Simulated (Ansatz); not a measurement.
**Elastic response of glassy CaAl2Si2O8 (156 atoms)**

Aim: relax glassy CaAl2Si2O8 (156 atoms), then change its volume to read the bulk modulus from the stress.

Calculated with Ansatz 0.2.0; Kohn-Sham DFT, PBE, PAW (set soft_2), plane waves.

## 1. Set-up

The cell holds 156 atoms: 24 Al, 12 Ca, 96 O and 24 Si. Its edges and angles: a = 12.697 Å, b = 12.697 Å, c = 12.697 Å, α = 90.0°, β = 90.0°, γ = 90.0°. 156 atoms (24 Al, 12 Ca, 96 O, 24 Si) placed at random at 2.71 g/cm³, melted at 4500 K for 20 ps at fixed volume with the Morse and Coulomb pair potential with partial charges (Pedone, Malavasi, Menziani, Cormack and Segre, J. Phys. Chem. B 110, 11780 (2006)). Quenched from 4500 K to 300 K at 20 K/ps and fixed volume, held 5 ps. The starting density is a measured one.

Limits known from the start: The quench rate of 20 K/ps is orders of magnitude faster than experiment, which tends to freeze in extra defects. The starting topology of bonds comes from the classical model, and needn't be the one that DFT or experiment would give. The Brillouin zone is sampled at Γ only.

## 2. Single point at the start

The forces at the start show how far the geometry lies from a minimum of this functional.

input.yaml

```yaml
crystal:
  lattice:
    - [12.6974, 0.0, 0.0]
    - [0.0, 12.6974, 0.0]
    - [0.0, 0.0, 12.6974]
  atoms:
    - { symbol: Al, position: [0.56658, 0.30029, 0.33782] }
    - { symbol: Al, position: [0.53277, 0.42314, 0.60613] }
    - { symbol: Al, position: [0.29479, 0.44491, 0.50195] }
    - { symbol: Al, position: [0.64393, 0.75861, 0.45391] }
    - { symbol: Al, position: [0.40032, 0.09481, 0.91213] }
    - { symbol: Al, position: [0.52069, 0.45532, 0.18928] }
    - { symbol: Al, position: [0.94647, 0.02836, 0.01197] }
    - { symbol: Al, position: [0.36113, 0.63412, 0.23166] }
    - { symbol: Al, position: [0.86659, 0.52799, 0.28721] }
    - { symbol: Al, position: [0.51829, 0.54137, 0.42022] }
    - { symbol: Al, position: [0.29847, 0.29778, 0.05561] }
    - { symbol: Al, position: [0.28475, 0.7871, 0.56] }
    - { symbol: Al, position: [0.72964, 0.13894, 0.97939] }
    - { symbol: Al, position: [0.02284, 0.9352, 0.37118] }
    - { symbol: Al, position: [0.76051, 0.89301, 0.01958] }
    - { symbol: Al, position: [0.806, 0.02039, 0.80943] }
    - { symbol: Al, position: [0.26535, 0.42095, 0.77013] }
    - { symbol: Al, position: [0.32884, 0.76506, 0.98311] }
    - { symbol: Al, position: [0.09729, 0.56529, 0.21111] }
    - { symbol: Al, position: [0.80941, 0.84304, 0.26873] }
    - { symbol: Al, position: [0.61629, 0.92101, 0.6709] }
    - { symbol: Al, position: [0.41672, 0.82093, 0.39974] }
    - { symbol: Al, position: [0.5501, 0.80766, 0.87866] }
    - { symbol: Al, position: [0.56637, 0.01407, 0.07736] }
    - { symbol: Ca, position: [0.92488, 0.69572, 0.4396] }
    - { symbol: Ca, position: [0.81994, 0.78392, 0.79286] }
    - { symbol: Ca, position: [0.10298, 0.1555, 0.1587] }
    - { symbol: Ca, position: [0.56986, 0.99663, 0.30865] }
    - { symbol: Ca, position: [0.9412, 0.69953, 0.07852] }
    - { symbol: Ca, position: [0.51721, 0.70167, 0.63833] }
    - { symbol: Ca, position: [0.40441, 0.96756, 0.68078] }
    - { symbol: Ca, position: [0.9605, 0.21374, 0.45514] }
    [... 118 atom lines left out ...]
    - { symbol: Si, position: [0.78144, 0.44347, 0.51202] }
    - { symbol: Si, position: [0.26747, 0.0176, 0.41341] }
    - { symbol: Si, position: [0.10195, 0.26846, 0.90021] }
    - { symbol: Si, position: [0.26148, 0.666, 0.77392] }
    - { symbol: Si, position: [0.5464, 0.54537, 0.84228] }
    - { symbol: Si, position: [0.69668, 0.22843, 0.78303] }
kpoints:
  mp_grid: { grid: [1, 1, 1] }
hamiltonian:
  xc: pbe
scf:
  occupations: { method: fermi_dirac, width: 0.05 }
output:
  forces: true
```

On the command line:

```bash
$ ansatz run input.yaml --threads 4 --pin off --max-ram 8192MiB --backend cpu --events-out ev --progress --plain --runs-dir out
```

Numbers of over 12 decimals in the logs are rounded to 6 here.

Log:

```text
[...]
Pseudopotentials: kind: paw
Pseudopotential: Al, paw, valence charge 3, recommended cutoff 420 eV (normal), Al.paw.azcp
Pseudopotential: Ca, paw, valence charge 10, recommended cutoff 420 eV (normal), Ca.paw.azcp
Pseudopotential: O, paw, valence charge 6, recommended cutoff 420 eV (normal), O.paw.azcp
Pseudopotential: Si, paw, valence charge 4, recommended cutoff 420 eV (normal), Si.paw.azcp
[... 5 lines on functional and potentials left out ...]
Crystal: 156 atoms, lattice volume = 2047.125 Å³
Basis set: ecut = 420 eV, 40099 PW (Γ), exchange–correlation on 180×180×180 points (8 copies of the dense FFT grid, shifted against one another)
Bands: 588, of which v1, the nominal top of the filled ones, is band 432 counted from 1 (431 counted from 0)
Symmetry: 1 space group operations
Space group: P1 (ITA 1), of the structure as read, at distance tolerance 1.3e-4 Å
k-points: 1
[... 9 lines on functional and potentials left out ...]
Initial density: superposition of atomic densities (neutral atoms: chi_scale 0, normalization atom), corrected by the library's trained network
Initial wavefunctions: pseudopotential atomic-orbital guess
[...]
SCF iter   1: F=—  HF=-104628.036768 eV  |F-HF|=—  |Δ(HF+E_count)|=         —  Δρ=2.17e-3  dr2=1.24e-1  ethr=1.77e-3  ⟨swp⟩=7.0  Hψ=2836  notcnv=0  defer=126
preconditioner: auto → Resta (q_TF=auto, 2.363 Å⁻¹)  ε∞=3.4  [insulator: Δε(μ)=3.482 eV  Ē_g=15.495 eV  σ=0.050 eV  W_gap=1.00  n_scr=460 (ndim 8)  ℏωp=23.8 eV  f_vac=0.100  D(μ)=0.00/eV (n_scr^D=0)  ε∞_Penn≈3.4]
SCF iter   2: F=—  HF=-104628.037586 eV  |F-HF|=—  |Δ(HF+E_count)|=   8.18e-4  Δρ=1.19e-3  dr2=3.02e-2  ethr=1.44e-5  ⟨swp⟩=2.0  Hψ=1088  notcnv=0  defer=133
SCF iter   3: F=—  HF=-104628.040952 eV  |F-HF|=—  |Δ(HF+E_count)|=   3.37e-3  Δρ=5.16e-4  dr2=8.53e-3  ethr=3.50e-6  ⟨swp⟩=2.0  Hψ=733  notcnv=0  defer=45
automatic band count: iteration 3 solves 500 bands in place of 588: the levels show a gap, and the empty bands left out lie too high to hold charge; the band table lists the bands solved (type scf.n_extra_bands for more)
SCF iter   4: F=—  HF=-104628.041843 eV  |F-HF|=—  |Δ(HF+E_count)|=   8.91e-4  Δρ=1.78e-4  dr2=7.86e-4  ethr=9.87e-7  ⟨swp⟩=2.0  Hψ=730  notcnv=0  defer=45
SCF iter   5: F=—  HF=-104628.041882 eV  |F-HF|=—  |Δ(HF+E_count)|=   3.95e-5  Δρ=1.01e-4  dr2=2.12e-4  ethr=9.09e-8  ⟨swp⟩=2.0  Hψ=753  notcnv=0  defer=45
SCF iter   6: F=—  HF=-104628.041931 eV  |F-HF|=—  |Δ(HF+E_count)|=   4.90e-5  Δρ=5.09e-5  dr2=5.01e-5  ethr=2.46e-8  ⟨swp⟩=2.0  Hψ=730  notcnv=0  defer=45
SCF iter   7: F=—  HF=-104628.041746 eV  |F-HF|=—  |Δ(HF+E_count)|=   1.85e-4  Δρ=1.52e-5  dr2=4.61e-6  ethr=5.80e-9  ⟨swp⟩=2.0  Hψ=926  notcnv=0  defer=59
SCF iter   8: F=—  HF=-104628.041749 eV  |F-HF|=—  |Δ(HF+E_count)|=   2.10e-6  Δρ=8.54e-6  dr2=1.47e-6  ethr=5.33e-10  ⟨swp⟩=2.0  Hψ=769  notcnv=0  defer=59
SCF iter   9: F=-104628.041749 eV  HF=-104628.041749 eV  |F-HF|=3.56e-8  |Δ(HF+E_count)|=   4.60e-7  Δρ=2.10e-6  dr2=9.43e-8  ethr=1.16e-11  ⟨swp⟩=3.0  Hψ=1702  notcnv=0
SCF 1 converged in 9 iterations: F = -104628.041749 eV  dr2 = 9.43e-8
[...]
SCF converged after 9 iterations
Free energy (F): -104628.041749 eV
Harris-Foulkes:  -104628.041749 eV  (|F-HF|=3.56e-8)
Internal energy: -104628.041749 eV  (E = F + TS)
E sigma→0 (E₀):  -104628.041749 eV
Fermi energy:    6.117860 eV
--- Per-component energies (eV) ---
[...]
Σ components = -104628.041749   (vs F -104628.041749, Δ=0.00e0)
--- Forces (eV/Å), atoms counted from 1 ---
  atom   1  Al     0.39198356     0.13702603     0.25371605
  atom   2  Al    -0.45505523     0.18667072     1.36817479
  atom   3  Al     0.88978190     0.11445228    -0.41788704
  atom   4  Al    -0.56140720     0.39682858    -0.24845289
[...]
atom 156  Si     0.88820167     0.98430927    -1.55723620
  max |Σ_I F_I| component: 2.15e-4 eV/Å
```

It took 37 s on 4 threads of Arm Neoverse V1, shared host; peak memory 3.2 GiB.

The r.m.s. force at the start is 1.3 eV/Å.

## 3. Cell and atoms relaxed

Cell and atoms are freed together, to release stress as well as forces.

input.yaml

```yaml
crystal:
  lattice:
    - [12.6974, 0.0, 0.0]
    - [0.0, 12.6974, 0.0]
    - [0.0, 0.0, 12.6974]
  atoms:
    [... the 156 atom lines of step 2 ...]
kpoints:
  mp_grid: { grid: [1, 1, 1] }
hamiltonian:
  xc: pbe
scf:
  occupations: { method: fermi_dirac, width: 0.05 }
output:
  forces: true
relax:
  f_tol: 0.05
  max_steps: 150
  cell: {}
```

Log:

```text
[...]
Crystal: 156 atoms, lattice volume = 2047.125 Å³
Basis set: ecut = 420 eV, 40099 PW (Γ), exchange–correlation on 180×180×180 points (8 copies of the dense FFT grid, shifted against one another)
Bands: 588, of which v1, the nominal top of the filled ones, is band 432 counted from 1 (431 counted from 0)
Symmetry: 1 space group operations
[...]
k-points: 1
[...]
SCF iter   1: F=—  HF=-104628.036768 eV  |F-HF|=—  |Δ(HF+E_count)|=         —  Δρ=2.17e-3  dr2=1.24e-1  ethr=1.77e-3  ⟨swp⟩=7.0  Hψ=2836  notcnv=0  defer=126
[...]
SCF iter   9: F=-104628.041749 eV  HF=-104628.041749 eV  |F-HF|=3.51e-8  |Δ(HF+E_count)|=   4.58e-7  Δρ=2.10e-6  dr2=9.40e-8  ethr=1.16e-11  ⟨swp⟩=3.0  Hψ=1778  notcnv=0
SCF 1 converged in 9 iterations: F = -104628.041749 eV  dr2 = 9.40e-8
[...]
relax step   1: F+E_penalty+E_count = -104628.04174904 eV  Δ(F+E_penalty+E_count) = +0.000e0 eV  max|allowed force component| = 4.491e0 eV/Å  Δτ_max = 0.0000 Å  P = +4.486 GPa  Ω = 2047.125 Å³  (9 SCF iters, dr2 threshold 1.00e-7 eV, accepted)
[... from here on, the SCF cycles and remarks between the steps are left out ...]
relax step   2: F+E_penalty+E_count = -104635.36042642 eV  Δ(F+E_penalty+E_count) = -7.319e0 eV  max|allowed force component| = 2.737e0 eV/Å  Δτ_max = 0.1965 Å  P = +2.639 GPa  Ω = 2042.252 Å³  energy of the carried Pulay correction = +1.638e-2 eV  (8 SCF iters, dr2 threshold 1.56e-5 eV, accepted)
relax step   3: F+E_penalty+E_count = -104639.53828507 eV  Δ(F+E_penalty+E_count) = -4.178e0 eV  max|allowed force component| = 1.055e0 eV/Å  Δτ_max = 0.1937 Å  P = -0.218 GPa  Ω = 2052.207 Å³  energy of the carried Pulay correction = -1.704e-2 eV  (8 SCF iters, dr2 threshold 1.56e-5 eV, accepted)
relax step   4: F+E_penalty+E_count = -104640.58253150 eV  Δ(F+E_penalty+E_count) = -1.044e0 eV  max|allowed force component| = 7.871e-1 eV/Å  Δτ_max = 0.2000 Å  P = -0.028 GPa  Ω = 2046.495 Å³  energy of the carried Pulay correction = +2.116e-3 eV  (7 SCF iters, dr2 threshold 1.56e-5 eV, accepted)
relax step   5: F+E_penalty+E_count = -104641.04824213 eV  Δ(F+E_penalty+E_count) = -4.657e-1 eV  max|allowed force component| = 4.201e-1 eV/Å  Δτ_max = 0.2000 Å  P = -0.035 GPa  Ω = 2042.639 Å³  energy of the carried Pulay correction = +1.508e-2 eV  (7 SCF iters, dr2 threshold 1.56e-5 eV, accepted)
relax step   6: F+E_penalty+E_count = -104641.31911752 eV  Δ(F+E_penalty+E_count) = -2.709e-1 eV  max|allowed force component| = 4.606e-1 eV/Å  Δτ_max = 0.2000 Å  P = -0.051 GPa  Ω = 2038.759 Å³  energy of the carried Pulay correction = +2.814e-2 eV  (7 SCF iters, dr2 threshold 1.10e-5 eV, accepted)
relax step   7: F+E_penalty+E_count = -104641.53666499 eV  Δ(F+E_penalty+E_count) = -2.175e-1 eV  max|allowed force component| = 2.929e-1 eV/Å  Δτ_max = 0.1997 Å  P = -0.043 GPa  Ω = 2032.790 Å³  energy of the carried Pulay correction = +4.829e-2 eV  (7 SCF iters, dr2 threshold 1.33e-5 eV, accepted)
relax step   8: F+E_penalty+E_count = -104641.40140691 eV  Δ(F+E_penalty+E_count) = +1.353e-1 eV  max|allowed force component| = 1.638e0 eV/Å  Δτ_max = 0.1951 Å  P = +0.000 GPa  Ω = 2030.171 Å³  energy of the carried Pulay correction = +5.715e-2 eV  (8 SCF iters, dr2 threshold 5.36e-6 eV, rejected (line search))
relax step   9: F+E_penalty+E_count = -104641.64991276 eV  Δ(F+E_penalty+E_count) = -1.132e-1 eV  max|allowed force component| = 2.317e-1 eV/Å  Δτ_max = 0.0975 Å  P = -0.006 GPa  Ω = 2031.384 Å³  energy of the carried Pulay correction = +5.304e-2 eV  (12 SCF iters, accepted)
relax step  10: F+E_penalty+E_count = -104641.70163644 eV  Δ(F+E_penalty+E_count) = -5.172e-2 eV  max|allowed force component| = 2.250e-1 eV/Å  Δτ_max = 0.1000 Å  P = -0.012 GPa  Ω = 2029.861 Å³  energy of the carried Pulay correction = +5.820e-2 eV  (7 SCF iters, dr2 threshold 3.36e-6 eV, accepted)
relax step  11: F+E_penalty+E_count = -104641.77244837 eV  Δ(F+E_penalty+E_count) = -7.081e-2 eV  max|allowed force component| = 1.850e-1 eV/Å  Δτ_max = 0.1429 Å  P = +0.027 GPa  Ω = 2027.458 Å³  energy of the carried Pulay correction = +6.634e-2 eV  (7 SCF iters, dr2 threshold 3.16e-6 eV, accepted)
relax step  12: F+E_penalty+E_count = -104641.87582146 eV  Δ(F+E_penalty+E_count) = -1.034e-1 eV  max|allowed force component| = 3.066e-1 eV/Å  Δτ_max = 0.1957 Å  P = -0.041 GPa  Ω = 2025.286 Å³  energy of the carried Pulay correction = +7.370e-2 eV  (8 SCF iters, dr2 threshold 2.14e-6 eV, accepted)
relax step  13: F+E_penalty+E_count = -104641.98572354 eV  Δ(F+E_penalty+E_count) = -1.099e-1 eV  max|allowed force component| = 1.986e-1 eV/Å  Δτ_max = 0.1950 Å  P = -0.024 GPa  Ω = 2022.544 Å³  energy of the carried Pulay correction = +8.301e-2 eV  (7 SCF iters, dr2 threshold 5.87e-6 eV, accepted)
relax step  14: F+E_penalty+E_count = -104642.06270840 eV  Δ(F+E_penalty+E_count) = -7.698e-2 eV  max|allowed force component| = 2.159e-1 eV/Å  Δτ_max = 0.1949 Å  P = +0.002 GPa  Ω = 2019.588 Å³  energy of the carried Pulay correction = +9.306e-2 eV  (7 SCF iters, dr2 threshold 2.46e-6 eV, accepted)
relax step  15: F+E_penalty+E_count = -104641.92738625 eV  Δ(F+E_penalty+E_count) = +1.353e-1 eV  max|allowed force component| = 8.331e-1 eV/Å  Δτ_max = 0.1899 Å  P = +0.116 GPa  Ω = 2016.504 Å³  energy of the carried Pulay correction = +1.036e-1 eV  (9 SCF iters, dr2 threshold 2.91e-6 eV, rejected (line search))
relax step  16: F+E_penalty+E_count = -104641.97431198 eV  Δ(F+E_penalty+E_count) = +8.840e-2 eV  max|allowed force component| = 9.481e-1 eV/Å  Δτ_max = 0.0905 Å  P = +0.102 GPa  Ω = 2019.448 Å³  energy of the carried Pulay correction = +9.354e-2 eV  (12 SCF iters, rejected (line search))
relax step  17: F+E_penalty+E_count = -104642.11332923 eV  Δ(F+E_penalty+E_count) = -5.062e-2 eV  max|allowed force component| = 1.062e-1 eV/Å  Δτ_max = 0.0453 Å  P = -0.006 GPa  Ω = 2019.287 Å³  energy of the carried Pulay correction = +9.409e-2 eV  (12 SCF iters, accepted)
relax step  18: F+E_penalty+E_count = -104642.15298450 eV  Δ(F+E_penalty+E_count) = -3.966e-2 eV  max|allowed force component| = 8.107e-2 eV/Å  Δτ_max = 0.1000 Å  P = +0.018 GPa  Ω = 2016.764 Å³  energy of the carried Pulay correction = +1.027e-1 eV  (9 SCF iters, dr2 threshold 7.05e-7 eV, accepted)
relax step  19: F+E_penalty+E_count = -104642.15335391 eV  Δ(F+E_penalty+E_count) = -3.694e-4 eV  max|allowed force component| = 1.201e-1 eV/Å  Δτ_max = 0.0367 Å  P = -0.008 GPa  Ω = 2017.787 Å³  energy of the carried Pulay correction = +9.919e-2 eV  (7 SCF iters, dr2 threshold 4.11e-7 eV, accepted)
relax step  20: F+E_penalty+E_count = -104642.07330346 eV  Δ(F+E_penalty+E_count) = +8.005e-2 eV  max|allowed force component| = 6.165e-1 eV/Å  Δτ_max = 0.1905 Å  P = -0.052 GPa  Ω = 2021.749 Å³  energy of the carried Pulay correction = +8.572e-2 eV  (9 SCF iters, dr2 threshold 9.01e-7 eV, rejected (line search))
relax step  21: F+E_penalty+E_count = -104642.15777531 eV  Δ(F+E_penalty+E_count) = -4.421e-3 eV  max|allowed force component| = 9.797e-2 eV/Å  Δτ_max = 0.0417 Å  P = -0.004 GPa  Ω = 2018.922 Å³  energy of the carried Pulay correction = +9.533e-2 eV  (12 SCF iters, accepted)
relax step  22: F+E_penalty+E_count = -104642.16221019 eV  Δ(F+E_penalty+E_count) = -4.435e-3 eV  max|allowed force component| = 4.503e-2 eV/Å  Δτ_max = 0.0266 Å  P = +0.011 GPa  Ω = 2018.618 Å³  energy of the carried Pulay correction = +9.636e-2 eV  (7 SCF iters, dr2 threshold 6.00e-7 eV, accepted)
relax step  23: F+E_penalty+E_count = -104642.17352437 eV  Δ(F+E_penalty+E_count) = -1.131e-2 eV  max|allowed force component| = 4.499e-2 eV/Å  Δτ_max = 0.0000 Å  P = +0.006 GPa  Ω = 2018.618 Å³  stress off target by 3.19e-1 GPa  SCF on the basis re-selected at this cell (its energy is not comparable with the rows above)  (7 SCF iters)
relax step  24: F+E_penalty+E_count = -104642.18167037 eV  Δ(F+E_penalty+E_count) = -8.146e-3 eV  max|allowed force component| = 4.454e-2 eV/Å  Δτ_max = 0.0172 Å  P = -0.008 GPa  Ω = 2018.842 Å³  energy of the carried Pulay correction = -1.169e-3 eV  (7 SCF iters, dr2 threshold 2.55e-7 eV, accepted)
relax step  25: F+E_penalty+E_count = -104642.18122912 eV  Δ(F+E_penalty+E_count) = +4.412e-4 eV  max|allowed force component| = 1.133e-1 eV/Å  Δτ_max = 0.0486 Å  P = +0.011 GPa  Ω = 2018.678 Å³  energy of the carried Pulay correction = -6.115e-4 eV  (9 SCF iters, dr2 threshold 1.10e-8 eV, rejected (line search))
relax step  26: F+E_penalty+E_count = -104642.18505547 eV  Δ(F+E_penalty+E_count) = -3.385e-3 eV  max|allowed force component| = 2.376e-2 eV/Å  Δτ_max = 0.0234 Å  P = -0.001 GPa  Ω = 2018.825 Å³  energy of the carried Pulay correction = -1.120e-3 eV  (10 SCF iters, accepted)
relax step  27: F+E_penalty+E_count = -104642.18362511 eV  Δ(F+E_penalty+E_count) = +1.430e-3 eV  max|allowed force component| = 2.377e-2 eV/Å  Δτ_max = 0.0000 Å  P = +0.000 GPa  Ω = 2018.825 Å³  stress off target by 1.97e-2 GPa  SCF on the basis re-selected at this cell (its energy is not comparable with the rows above)  (6 SCF iters)
basis re-selected at this cell: Δ(F+E_penalty+E_count) = +1.430e-3 eV, ΔP = +0.001 GPa vs the last step (what re-selecting the basis moved, of the pressure what is left beyond the Pulay correction that the steps carried, after the strain that the cell walked since its last selection, [...]
SCF converged after 6 iterations
Free energy (F): -104642.183625 eV
[...]
Internal energy: -104642.183625 eV  (E = F + TS)
E sigma→0 (E₀):  -104642.183625 eV
Fermi energy:    6.377231 eV
[...]
--- Forces (eV/Å), atoms counted from 1 ---
  atom   1  Al     0.00336143     0.00445192     0.00261314
  atom   2  Al     0.00178791    -0.00405500    -0.00205078
  atom   3  Al     0.00150603    -0.00002287    -0.00139731
  atom   4  Al     0.00706126    -0.00460830    -0.00452126
  atom   5  Al     0.00039281    -0.00208616    -0.00706274
  atom   6  Al     0.00403959    -0.00430732     0.00132388
  atom   7  Al     0.00027589    -0.00480051     0.00550253
  atom   8  Al    -0.00116896    -0.00276808    -0.00523904
  atom   9  Al    -0.00229063    -0.00277541    -0.00132521
  atom  10  Al     0.00449979    -0.00370705    -0.00368287
  atom  11  Al     0.01168120     0.00468619    -0.00536843
  atom  12  Al    -0.00354158     0.00671478     0.00092550
  atom  13  Al     0.00374332    -0.00679898     0.00479304
  atom  14  Al    -0.01201391     0.00505379     0.00505832
[...]
atom 155  Si     0.00083583    -0.00265651     0.00891376
  atom 156  Si    -0.00835200    -0.00244906     0.00537653
  max |Σ_I F_I| component: 4.72e-5 eV/Å
--- Stress (GPa, compression-positive) ---
       -0.006469       0.004679      -0.003197
        0.004687       0.018323       0.004621
       -0.003196       0.004616      -0.011318
  P = ⅓ Tr σ = 0.0002 GPa (0.002 kbar)
--- Relaxed structure (25 steps of the walk, 20 accepted, 2 SCFs on fresh bases) ---
  F+E_penalty+E_count = -104642.18362511 eV   max|allowed force component| = 2.377e-2 eV/Å   (the final SCF, on the basis selected at the relaxed cell)
  cell:  # Å, volume = 2018.8245 Å³
    - [12.453275, 0.022769, -0.039926]
    - [0.022769, 13.158717, 0.126906]
    - [-0.039926, 0.126906, 12.321130]
  atoms:
    - { symbol: Al, position: [0.572993, 0.301925, 0.349013] }
    - { symbol: Al, position: [0.521215, 0.430537, 0.609504] }
    - { symbol: Al, position: [0.290079, 0.438216, 0.497950] }
    - { symbol: Al, position: [0.641531, 0.751935, 0.448028] }
[...]
- { symbol: Si, position: [0.699673, 0.234087, 0.788338] }
```

Elapsed: 20 min, on 4 threads; peak memory 3.3 GiB; 77 min of CPU time.

The relaxation converged after 25 steps, with a largest force component of 0.024 eV/Å.

(Part 1 of 3 ends here.)

[Logs are printed without paths, hosts, clocks, repeated set-up lines and the standing remarks that a program may print on its own settings, such as how far it seeks lower states.]

[Hosts, paths, dates, database ids (printed as entryN), source tags and the programs' standing remarks are cut or masked in the printed files.]
